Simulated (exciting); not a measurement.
Two BSE runs for the S L₂,₃ edge of LuTlS2, space group R-3m. Run A: exciting, all-electron LAPW+lo, LDA, exchange and screened direct term (singlet BSE), 3×3×3 shifted k points, 39 conduction bands, |G+q| up to 3 bohr⁻¹ (2.5 in the exchange term), full RPA screening with nempty = 69, Lorentzian half width 0.45 eV. Run B has a fault in its input.

Energy from the Kohn–Sham onset, core level to the lowest empty state found on the meshes used; one zero for both, scaled to A's maximum:

```csv
E (eV),A,B
-4.0,0.01,0.01
-3.5,0.02,0.01
-3.0,0.02,0.02
-2.5,0.02,0.02
-2.0,0.03,0.02
-1.5,0.04,0.03
-1.0,0.07,0.05
-0.5,0.12,0.09
0.0,0.17,0.15
0.5,0.21,0.17
1.0,0.25,0.20
1.5,0.32,0.28
2.0,0.28,0.25
2.5,0.29,0.24
3.0,0.30,0.24
3.5,0.33,0.23
4.0,0.41,0.29
4.5,0.39,0.35
5.0,0.40,0.37
5.5,0.41,0.39
6.0,0.42,0.40
6.5,0.46,0.42
7.0,0.46,0.40
7.5,0.55,0.45
8.0,0.71,0.57
8.5,0.75,0.61
9.0,0.78,0.63
9.5,0.85,0.69
10.0,0.91,0.75
10.5,0.93,0.79
11.0,0.94,0.84
11.5,0.94,0.83
12.0,1.00,0.90
12.5,0.93,0.88
13.0,0.94,0.89
13.5,0.93,0.93
14.0,0.86,0.89
14.5,0.82,0.86
15.0,0.78,0.83
15.5,0.74,0.79
16.0,0.74,0.78
16.5,0.78,0.83
17.0,0.74,0.81
17.5,0.75,0.82
18.0,0.74,0.83
18.5,0.71,0.81
19.0,0.67,0.79
19.5,0.63,0.76
```

Question: What most likely went wrong in run B?

The cutoff of the kernels is far too low (cutoff of the screened term (bohr⁻¹) from 3 to 0.6 and cutoff of the exchange term (bohr⁻¹) from 2.5 to 0.6). Against run A the r.m.s. difference is 13 %. The highest maximum lies at 13.5 eV (0.93), against 12.0 eV (1.00). The first bright state moves from -0.50 to -0.35 eV. The kernels miss the short-range part of the Coulomb interaction, its components above their cutoff. Other settings could leave a like mark; this is the change that was made.

[Banner, clock and machine lines of the logs are left out without a mark of their own.]

[Logs are printed without paths, hosts, clocks, repeated set-up lines and the standing remarks that a program may print on its own settings, such as how far it seeks lower states.]

[Hosts, paths, dates, database ids (printed as entryN), source tags and the programs' standing remarks are cut or masked in the printed files.]
